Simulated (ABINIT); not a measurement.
# Calculated records

## Quasiparticle gap of Diamond (Fd-3m, 2 atoms a cell) in ABINIT

Symmetry: Fd-3m, No. 227, cubic system. The conventional cell has a = 3.567 Å, b = 3.567 Å, c = 3.567 Å, α = 90.00°, β = 90.00°, γ = 90.00°. C has 4 C at 1.54 Å nearest.

* method: RPA screening on PBE, plane waves, norm-conserving pseudopotentials (and 2 further levels or steps)
* program: ABINIT 10.8.3
* settings: cutoff 37 Ha, PseudoDojo scalar-relativistic 0.4.1 standard, norm-conserving, ngkpt (6, 6, 6), nband 56, ecuteps 8 Ha, inclvkb 2, shiftk (0, 0, 0), symchi 1, awtr 1, frequency ppm, 6×6×6 k-mesh
* cost: 5 runs, 12 s in all on 8 MPI ranks of Arm Neoverse V2, shared host
* notes: The cell and positions come from the Crystallography Open Database and are kept as given unless a step says otherwise. The 6×6×6 mesh is coarse for this cell, which bears on the long-range parts of exchange and screening.
* PBE gap: 4.19 eV, indirect
* G0W0 gap on the mesh: 5.48 eV
* GW settings: 6×6×6 mesh, 56 bands, screening to 217.7 eV, Godby-Needs plasmon pole
* known limits: short of the basis limit; coarse k mesh

G0W0 moves the gap on the mesh from 4.21 eV to 5.48 eV (+1.27 eV), with Z of 0.83 and 0.84 at the edges. Local fields lower the RPA ε∞ on this mesh from 6.19 to 5.76; a Γ-centred mesh this coarse tends to raise both, most where the direct gap is narrow, while a short band sum lowers them.

[Paths, hosts, dates, memory and timing lines, banners, echoed tables and standing remarks are left out of the program output; an Ansatz launch command may be rebuilt from the run's recorded settings. Measured values are a selection of at most five: reports struck by readers or far from the other reports are left out. None is set beside runs whose start may be inverted or whose files or cutoffs have a known fault.]

[Runs of the session that timed out or met a known fault of the program may be left out.]

[Hosts, paths, dates, database ids (printed as entryN), source tags and the programs' standing remarks are cut or masked in the printed files.]

[G0W0 gaps are taken among the corrected bands and points alone; a level outside them can change the order at an edge.]

[Where Ansatz stands beside ABINIT at settings called matched, ABINIT's density can come from a denser mesh and the files from another edition; pairs whose starting gaps differed by over 0.03 eV were left out, so agreement reads better than it is.]
